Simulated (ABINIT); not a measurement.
Computed results, one entry a study.

```
! title: Beyond one shot: TePb (Fm-3m)
! method: RPA screening on LDA, plane waves, norm-conserving pseudopotentials (and 3 further levels or steps)
! program: ABINIT 10.8.3
! settings: cutoff 34 Ha, PseudoDojo scalar-relativistic 0.4.1 standard, norm-conserving, ngkpt (4, 4, 4), nband 59, ecuteps 3.9 Ha, inclvkb 2, shiftk (0, 0, 0), symchi 1, awtr 1, frequency ppm, 4×4×4 k-mesh
! cost: 5 runs, 2.7 h in all on 4 MPI ranks of Intel Xeon at 2.80GHz (Skylake/Cascade Lake), shared host
! notes: The cell and positions come from the Crystallography Open Database and are kept as given unless a step says otherwise. Limits: mesh may overstate the screening; no spin-orbit coupling. The first cycle of evGW0 takes the full correction, without the factor Z, so it overshoots the one-shot value. The 4×4×4 mesh is coarse for this cell, which bears on the long-range parts of exchange and screening. The norm-conserving file of at least one element keeps a d shell over frozen s and p shells of the same row. Exchange with those shells is missing from the self-energy, an error of 0.3 to 0.9 eV in cases checked, whose sign depends on which edge lies on those atoms. The RPA ε∞ on this mesh reaches over 25; with a narrow direct gap a coarse mesh can overstate it, and the correction is then too small.
! G0W0: 0.998 eV
! evGW0, cycle 1: 1.086 eV
! evGW0, cycle 2: 1.031 eV
CELL_PARAMETERS angstrom
0.00000 3.23100 3.23100
3.23100 0.00000 3.23100
3.23100 3.23100 0.00000
ATOMIC_POSITIONS crystal
Te 0.50000 0.50000 0.50000
Pb 0.00000 0.00000 0.00000
```

[Long decimals in the printed logs are rounded to 6 places.]

[Logs are printed without paths, hosts, clocks, repeated set-up lines and the standing remarks that a program may print on its own settings, such as how far it seeks lower states.]

[Paths, hosts, dates, memory and timing lines, banners, echoed tables and standing remarks are left out of the program output; an Ansatz launch command may be rebuilt from the run's recorded settings. Measured values are a selection of at most five: reports struck by readers or far from the other reports are left out. None is set beside runs whose start may be inverted or whose files or cutoffs have a known fault.]

[Runs of the session that timed out or met a known fault of the program may be left out.]

[Hosts, paths, dates, database ids (printed as entryN), source tags and the programs' standing remarks are cut or masked in the printed files.]

[G0W0 gaps are taken among the corrected bands and points alone; a level outside them can change the order at an edge.]

[Where Ansatz stands beside ABINIT at settings called matched, ABINIT's density can come from a denser mesh and the files from another edition; pairs whose starting gaps differed by over 0.03 eV were left out, so agreement reads better than it is.]
